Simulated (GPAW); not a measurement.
# Ti K ELNES/XANES of Ti4O5 (I4/m) from DFT, part 2 of 2

What does one-electron theory with a core hole give for the Ti K edge of Ti4O5 (I4/m)?

GPAW 26.7.0; X-ray absorption from dipole matrix elements to empty bands, plane-wave PAW LDA+U.

So far. Step 2 (Ground state of the crystal): The mesh shows no gap, so the system is treated as a metal and the core electron is put at the Fermi level (neutral cell).

## Step 4: Spectrum with XCH, Ti atom 1

The holes are 5.1 Å apart. In GPAW the data set carries the hole's charge, so charge=0 means a charged cell and charge=-1 a neutral one. The excited electron is kept in the cell, where it fills the lowest empty states and screens the hole. After the field has converged, empty bands are computed with the density fixed and the dipole matrix elements are summed.

The absorber has 1 O at 2.01 Å, 3 O at 2.08 Å, 1 O at 2.10 Å and 1 O at 2.14 Å (distorted octahedral, site symmetry m).

File xas.py:

```python
import numpy as np
from ase import Atoms
from ase.parallel import parprint, paropen
from gpaw import GPAW, PW, FermiDirac, Mixer, MixerDif, setup_paths
from gpaw.test import gen
setup_paths.insert(0, '.')
gen('Ti', name='fch1s', xcname='LDA', corehole=(1, 0, 1), write_xml=True)
from gpaw.mpi import world
world.barrier()

atoms = Atoms('Ti8O10',
    cell=[[-3.30616792, 3.30616792, 2.07528548],
     [3.30616792, 3.30616792, 2.07528548],
     [-3.30616792, 3.30616792, -6.22585644]],
    scaled_positions=[[0.02089628, 0.39215001, 0.80434876],
     [0.52089628, 0.39215001, 0.30434876],
     [0.49957623, 0.82524504, 0.10827376],
     [0.99957623, 0.82524504, 0.60827376],
     [0.50042377, 0.17475496, 0.89172624],
     [0.00042377, 0.17475496, 0.39172624],
     [0.97910372, 0.60784999, 0.19565124],
     [0.47910372, 0.60784999, 0.69565124],
     [0.25, 0, 0.75],
     [0.75, 0, 0.25],
     [0.26518472, 0.59812051, 0.95443508],
     [0.76518471, 0.59812051, 0.45443508],
     [0.74650467, 0.21961979, 0.65537482],
     [0.24650467, 0.21961979, 0.15537482],
     [0.25349533, 0.78038021, 0.34462518],
     [0.75349533, 0.78038021, 0.84462518],
     [0.73481529, 0.40187949, 0.04556492],
     [0.23481529, 0.40187949, 0.54556492]],
    pbc=True)
atoms.calc = calc = GPAW(legacy_gpaw=True, mode=PW(500, force_complex_dtype=True), xc='LDA', setups={'Ti': ':d,2', 0: 'fch1s:d,2'},
    kpts={'size': (4, 4, 3), 'gamma': True}, occupations=FermiDirac(0.1),
    charge=-1, mixer=Mixer(0.05, 8, 50), maxiter=150,
    convergence={'density': 0.0001, 'eigenstates': 1e-6}, txt='scf.txt')
energy = atoms.get_potential_energy() + calc.get_reference_energy()
ef = calc.get_fermi_level()
out = dict(energy=energy, fermi=ef, forces=atoms.get_forces().tolist())
parprint(f'all-electron energy {energy:.4f} eV, Fermi level {ef:.4f} eV')
ev = np.array([[calc.get_eigenvalues(k, s) for k in range(len(calc.get_ibz_k_points()))] for s in range(calc.get_number_of_spins())])
out['homo'], out['lumo'], out['counts'] = ev[ev < ef].max(), ev[ev > ef].min(), sorted(set((ev < ef).sum((0, 2)).tolist()))
out['filled'] = (ev[:, 0] < ef).sum(1).tolist()

from ase.units import Ha
from gpaw.xas import dipole_matrix_elements
nb = int(calc.get_number_of_electrons() / 2) + 151
top, nb = nb, nb + 8 + nb // 12
nscf = calc.fixed_density(kpts={'size': (5, 5, 3), 'gamma': True}, nbands=nb,
    convergence={'bands': top, 'eigenstates': 5e-3}, maxiter=60, txt='nscf.txt')
cell = atoms.cell.array
ops = [cell.T @ U.T @ np.linalg.inv(cell.T) for U in nscf.wfs.kd.symmetry.op_scc]
E = np.arange(-6, 34, 0.1)
fwhm = np.interp(E, [4, 25], [0.94, 3.5])
Y, X, zero, highest = 0, 0, 1e9, 1e9
for spin in range(nscf.get_number_of_spins()):
    wfs = nscf.wfs
    mine = wfs.bd.get_slice()  # this rank's bands
    A = dipole_matrix_elements(wfs.setups[0])
    eps = np.zeros((wfs.kd.nibzkpts, nb))
    d = np.zeros((3, A.shape[1], wfs.kd.nibzkpts, nb), complex)
    for kpt in wfs.kpt_u:
        if kpt.s == spin and 0 in kpt.P_ani:
            eps[kpt.k, mine] = kpt.eps_n * Ha
            d[:, :, kpt.k, mine] = (kpt.weight * wfs.nspins / 2) ** 0.5 * np.inner(A, kpt.P_ani[0])
    world.sum(eps)
    world.sum(d)
    T = np.einsum('amkn,bmkn->abkn', d, d.conj()).real
    T = sum(np.einsum('ai,ijkn,bj->abkn', R, T, R) for R in ops) / len(ops)
    empty = eps > ef
    zero, highest = min(zero, eps[empty].min()), min(highest, eps[:, top - 1].min())
    lines = [(eps, T, empty)] if spin == 0 else lines + [(eps, T, empty)]
for eps, T, empty in lines:
    f = np.einsum('aakn->akn', T).reshape(3, -1)
    x = eps.ravel() - zero
    w = np.interp(x, E, fwhm) / 2.35482
    g = np.exp(-0.5 * ((E[:, None] - x) / w) ** 2) / (w * (2 * np.pi) ** 0.5)
    Y = Y + (f * empty.ravel()) @ g.T
    X = X + (f * ~empty.ravel()) @ g.T
out.update(E=E.round(2).tolist(), xas=Y.tolist(), xes=X.tolist(), zero=zero, valid=highest - zero, nk=len(eps), nb=nb)
for i in range(0, len(E), 10):
    parprint(f'{E[i]:7.2f}', *(f'{v:10.3e}' for v in Y[:, i]))
import json
with paropen('out.json', 'w') as f:
    json.dump(out, f)
```

Launch:

```sh
$ OMP_NUM_THREADS=1 mpirun -n 4 gpaw python xas.py
```

Numbers of over 12 decimals in the logs are rounded to 6 here.

Output:

```text
Input parameters:
  charge: -1
  convergence: {density: 0.0001,
                eigenstates: 1e-06}
  kpts: {gamma: True,
         size: (4, 4, 3)}
  maxiter: 150
  mixer: {backend: pulay,
          beta: 0.05,
          method: separate,
          nmaxold: 8,
          weight: 50}
  mode: {ecut: 500.0,
         force_complex_dtype: True,
         name: pw}
  occupations: {fixmagmom: False,
                name: fermi-dirac,
                width: 0.1}
  setups: {0: fch1s:d,2,
           Ti: :d,2}

Initialize ...

[... PAW data sets ...]

Reference energy: -200688.333816  # eV

Spin-paired calculation

[... convergence settings ...]
Symmetries present (total): 1
  [... symmetry matrices ...]

48 k-points: 4 x 4 x 3 Monkhorst-Pack grid + [1/8,1/8,0.000000]
26 k-points in the irreducible part of the Brillouin zone
       k-points in crystal coordinates                weights
   0:     0.00000000    0.00000000    0.00000000          1/48
   1:     0.00000000    0.00000000    0.33333333          2/48
   2:     0.00000000    0.25000000   -0.33333333          2/48
   3:     0.00000000    0.25000000    0.00000000          2/48
   4:     0.00000000    0.25000000    0.33333333          2/48
   5:     0.00000000    0.50000000    0.00000000          1/48
   6:     0.00000000    0.50000000    0.33333333          2/48
   7:     0.25000000   -0.25000000   -0.33333333          2/48
   8:     0.25000000   -0.25000000    0.00000000          2/48
   9:     0.25000000   -0.25000000    0.33333333          2/48
          ...
  25:     0.50000000    0.50000000    0.33333333          2/48

Wave functions: Plane wave expansion
  Cutoff energy: 500.000 eV
  Number of coefficients (min, max): 4592, 4626
  Pulay-stress correction: 0.000000 eV/Ang^3 (de/decut=0.000000)
  Using FFTW library
  Wavefunction extrapolation:
    Improved wavefunction reuse through dual PAW basis

Occupation numbers: Fermi-Dirac:
  width: 0.1000  # eV

Eigensolver
   Davidson(niter=2)

Densities:
  Coarse grid: 27*27*42 grid
  Fine grid: 54*54*84 grid
  Total Charge: 0.000000

Density mixing:
  Method: separate
  Backend: pulay
  Linear mixing parameter: 0.05
  old densities: 8
  Width of damping distribution: 1.1
  Damping of long wavelength oscillations: 50

[... Hamiltonian set-up ...]
Number of atoms: 18
Number of atomic orbitals: 144
Number of bands in calculation: 99
Number of valence electrons: 157
Bands to converge: occupied

... initialized

Initializing position-dependent things.

Density initialized from atomic densities
Creating initial wave functions:
  99 bands from LCAO basis set

               Ti
              TO    Ti

              O     O
          O   Ti
               Oi
         O     O

         Ti   OTi
          O   Ti

Atomic positions and initial magnetic moments

Positions:
   0 Ti    -1.431885    4.024912   -4.150571    ( 0.0000,  0.0000,  0.0000)
   1 Ti    -1.431885    4.024912    0.000000    ( 0.0000,  0.0000,  0.0000)
   2 Ti     0.718745    4.738053    2.075285    ( 0.0000,  0.0000,  0.0000)
   3 Ti    -2.587423    8.044221   -0.000000    ( 0.0000,  0.0000,  0.0000)
   4 Ti    -4.024912    5.180451   -4.150571    ( 0.0000,  0.0000,  0.0000)
   5 Ti    -0.718745    1.874283   -2.075285    ( 0.0000,  0.0000,  0.0000)
   6 Ti    -1.874283    5.893591    2.075285    ( 0.0000,  0.0000,  0.0000)
[...]
15 O     -2.703587    7.863723   -2.075285    ( 0.0000,  0.0000,  0.0000)
  16 O     -1.251387    3.908749    2.075286    ( 0.0000,  0.0000,  0.0000)
  17 O     -1.251387    3.908749   -2.075285    ( 0.0000,  0.0000,  0.0000)

Unit cell:
           periodic     x           y           z      points  spacing
  1. axis:    yes   -3.306168    3.306168    2.075285    27     0.1784
  2. axis:    yes    3.306168    3.306168    2.075285    27     0.1732
  3. axis:    yes   -3.306168    3.306168   -6.225856    42     0.1674

  Lengths:   5.115496   5.115496   7.786063
  Angles:  108.928794  77.027521  80.527095

Effective grid spacing dv^(1/3) = 0.1810

iter:   1  -212.942930
iter:   2  -173.247955   -0.43  -0.95
iter:   3  -169.257439   -0.68  -1.14
iter:   4  -167.438890   -0.99  -1.27
iter:   5  -165.287471   -0.44  -1.31
iter:   6  -165.490594   -1.17  -1.52
iter:   7  -166.275685   -1.27  -1.58
iter:   8  -165.868806   -0.83  -1.61
iter:   9  -165.699114   -1.68  -2.01
iter:  10  -165.650231   -2.63  -2.24
iter:  11  -165.598521   -2.20  -2.27
iter:  12  -165.591575c  -2.50  -2.58
iter:  13  -165.586794c  -3.11  -2.71
iter:  14  -165.584975c  -3.54  -2.82
iter:  15  -165.585408c  -3.65  -3.00
iter:  16  -165.584453c  -4.06  -3.13
iter:  17  -165.584490c  -4.71  -3.31
iter:  18  -165.584640c  -5.02  -3.35
iter:  19  -165.585009c  -4.47  -3.39
iter:  20  -165.585494c  -4.24  -3.52
iter:  21  -165.585217c  -5.03  -3.46
iter:  22  -165.585191c  -4.93  -3.82
iter:  23  -165.585206c  -5.60  -4.00
iter:  24  -165.585342c  -5.24  -4.01c
iter:  25  -165.585300c  -6.10c -3.97
iter:  26  -165.585291c  -5.47  -4.13c
iter:  27  -165.585310c  -6.42c -4.37c

Converged after 27 iterations.

Dipole moment: (0.039350, 0.034317, 0.282376) |e|*Ang

Energy contributions relative to reference atoms: (reference = -200688.333816)

Kinetic:       +132.379689
Potential:     -138.808937
External:        +0.000000
XC:            -158.508461
Entropy (-ST):   -0.301653
Local:           -0.496773
SIC:             +0.000000
--------------------------
Free energy:   -165.736136
Extrapolated:  -165.585310

Showing only first 2 kpts
 Kpt  Band  Eigenvalues  Occupancy
  0    76     10.36145    1.84301
  0    77     10.55291    1.26752
  0    78     10.73178    0.44879
  0    79     10.82515    0.20423

  1    76      9.93458    1.99762
  1    77     10.28676    1.92241
  1    78     10.49349    1.51631
[...]
Fermi level: 10.60775

No gap
No difference between direct/indirect transitions

Forces in eV/Ang:
  0 Ti    0.03506    0.16959   -0.02100
  1 Ti   -0.00549   -0.04754    0.02419
  2 Ti   -0.14568   -0.05700    0.13591
  3 Ti    0.15810    0.08517   -0.13178
  4 Ti    0.34872    0.12954    0.04642
  5 Ti   -0.02114    0.16531   -0.03627
  6 Ti   -0.07142   -0.21773    0.12684
[...]
15 O     0.28367   -0.13471   -0.05441
 16 O     0.15275    0.01174   -0.16370
 17 O     0.19818    0.09136    0.16634
Scalar-relativistic atomic LDA calculation for Ti (Titanium, Z=22)
Core hole in 1s state (1s occupation: 1.0)
600 radial gridpoints.
|------------------------------------------------|
|------------------------------------------------|
[... the atom generator's iteration count ...]

Energy contributions:
-------------------------
Kinetic:     +672.671614
XC:           -34.028348
Potential:  -1307.172598
-------------------------
Total:       -668.529332

state      eigenvalue         ekin         rmax
-----------------------------------------------
1s^1.0 :  -187.828620   240.500426        0.045
2s^2.0 :   -22.002726    43.832967        0.262
2p^6.0 :   -18.989232    43.629197        0.209
3s^2.0 :    -2.983269     9.467322        0.829
3p^6.0 :    -2.108060     8.391345        0.840
3d^2.0 :    -0.666650     5.344221        0.850
4s^2.0 :    -0.460559     1.379460        2.509
4p^0.0 :    -0.300118     0.992184        2.957
-----------------------------------------------
(units: Bohr and Hartree)

Generating PAW setup
Kinetic energy of the core from tauc = 593.006445
Cutoffs:
rc(s)=2.400
rc(p)=2.000
rc(d)=2.000
rc(vbar)=1.800
rc(comp)=2.300
rc(nct)=2.400

Kinetic energy of the core states: 589.941539
Charge: 1.0
Core electrons: 9.0
Valence electrons: 12.0
Pseudo-core charge: 0.000000
Shape function alpha=1.890
Pseudo-electron charge 5.350237
state    eigenvalue         norm
--------------------------------
3s(2) :    -2.983269     0.223229
4s(2) :    -0.460559     1.020774
3p(6) :    -2.108060     0.336604
4p(0) :    -0.300118     0.967107
3d(2) :    -0.666650     0.421304
*d    :     0.333350
--------------------------------

Diagonalizing with gridspacing h=0.050

state   all-electron     PAW
-------------------------------
3s:      -2.983269    -2.983558
3p:      -2.108060    -2.108705
3d:      -0.666650    -0.667242
*f:                   -0.026873
-------------------------------
all-electron energy -200853.9191 eV, Fermi level 10.6078 eV
[...]
31.00  6.354e-07  5.965e-07  5.791e-07
  32.00  5.582e-07  5.466e-07  5.209e-07
  33.00  4.506e-07  4.624e-07  4.467e-07
```

Wall time 5 min (4 MPI ranks of Intel Xeon Platinum 8488C (Sapphire Rapids), shared host); peak memory 0.73 GiB; 20 min of CPU time.

The Ti K spectrum, Ti atom 1, excited-electron core hole (neutral cell) (energy from the lowest empty level; intensity scaled to a mean of 1 over the first 20 eV; polarised curves are means over the symmetry-equivalent atoms):

```tsv
E (eV)	isotropic	ε ⊥ c	ε ∥ c
-2.0	0.00	0.00	0.00
-1.0	0.00	0.00	0.00
0.0	0.03	0.03	0.02
1.0	0.07	0.07	0.07
2.0	0.11	0.11	0.09
3.0	0.29	0.28	0.32
4.0	0.23	0.23	0.23
5.0	0.20	0.21	0.17
6.0	0.56	0.57	0.55
7.0	0.76	0.76	0.77
8.0	0.83	0.83	0.83
9.0	0.79	0.76	0.84
10.0	0.95	0.91	1.04
11.0	1.10	1.06	1.18
12.0	1.18	1.20	1.14
13.0	1.18	1.22	1.09
14.0	1.22	1.24	1.17
15.0	1.55	1.54	1.57
16.0	2.26	2.22	2.34
17.0	2.61	2.57	2.69
18.0	2.12	2.14	2.09
19.0	1.41	1.45	1.32
20.0	1.02	1.05	0.96
21.0	0.89	0.91	0.86
22.0	0.81	0.81	0.80
23.0	0.71	0.70	0.74
24.0	0.64	0.62	0.69
25.0	0.63	0.61	0.68
26.0	0.69	0.67	0.73
27.0	0.81	0.79	0.83
28.0	0.96	0.96	0.97
29.0	1.09	1.10	1.08
30.0	1.17	1.18	1.13
31.0	1.15	1.17	1.10
32.0	1.03	1.05	0.99
```

Main maxima below 30 eV (height): 3.2 eV (0.31) and 16.9 eV (2.61). A K edge sees empty p states. The first eV above the zero hold little dipole weight, as the lowest empty bands are of d character; the main edge, of 4p character, rises through 0.6 near 6 eV above the zero.

The total-energy difference is 4971.03 eV. One term is added: -22.68 eV, since the hole is spin-paired here and a spin-polarised one costs that much less in the free atom (computed apart). The photon energy is then 4948.35 eV. The tabulated edge of the element is 4966 eV. The functional leaves an error in such absolute values: in the free atom LDA prices this hole 13.2 eV below PBE (computed apart), and PBE is itself good to a few eV.

## Step 5: Outcome

```yaml
absorber_and_edge: Ti K, atom 1 of the ground-state input (counted from 1)
surroundings: 1 O at 2.01 Å, 3 O at 2.08 Å, 1 O at 2.10 Å and 1 O at 2.14 Å (distorted octahedral, site symmetry m)
highest_intensity_below_24_ev: 16.9 eV above the zero, height 2.61
photon_energy_of_the_zero_with_the_added_terms: 4948.3 eV (raw 4971.0 eV; LDA puts this hole about 13 eV below PBE, itself good to a few eV)
```

In words: The Ti K edge of atom 1, with 1 O at 2.01 Å, 3 O at 2.08 Å, 1 O at 2.10 Å and 1 O at 2.14 Å (distorted octahedral, site symmetry m), has its highest intensity of the first 24 eV at 16.9 eV above the zero, near 4965 eV in photon energy (LDA puts this hole about 13 eV below PBE, itself good to a few eV), 2.6 times the mean level of the first 20 eV (Gaussian full width 0.94 eV up to 4 eV, rising linearly to 3.5 eV at 25 eV). The strongest dipole feature below the main edge lies at 3.2 eV (height 0.31); the site lacks an inversion centre, which allows local p–d mixing besides the mixing with the neighbours' empty states; the run doesn't separate the two. The unit cell's mesh shows no gap over 0.35 eV. That is right for a metallic compound; for a small-gap or correlated insulator it would be the fault of the functional or of the assumed magnetic order, and the hole would be screened too well. Quadrupole 1s→3d transitions, which feed the pre-edge, are not in the dipole spectrum. The holes are only 5.1 Å apart, so the shape is probably not converged with cell size; no larger cell was run here. The mesh is coarse (0.30 Å⁻¹ between points), so small maxima may be mesh ripples. The structure is a computed Materials Project entry and may be a hypothetical form.

[Banner, clock and machine lines of the logs are left out without a mark of their own.]

[Logs are printed without paths, hosts, clocks, repeated set-up lines and the standing remarks that a program may print on its own settings, such as how far it seeks lower states.]

[Hosts, paths, dates, database ids (printed as entryN), source tags and the programs' standing remarks are cut or masked in the printed files.]

[Lists of maxima count a maximum above −3 eV only where it reaches 4 % of the highest in the window and stands out from its surroundings by 2 % of it (1.5 % where it reaches 55 %); shoulders and weaker maxima are passed over, and of the rest the first, up to two pre-edge ones and the few strongest are named.]
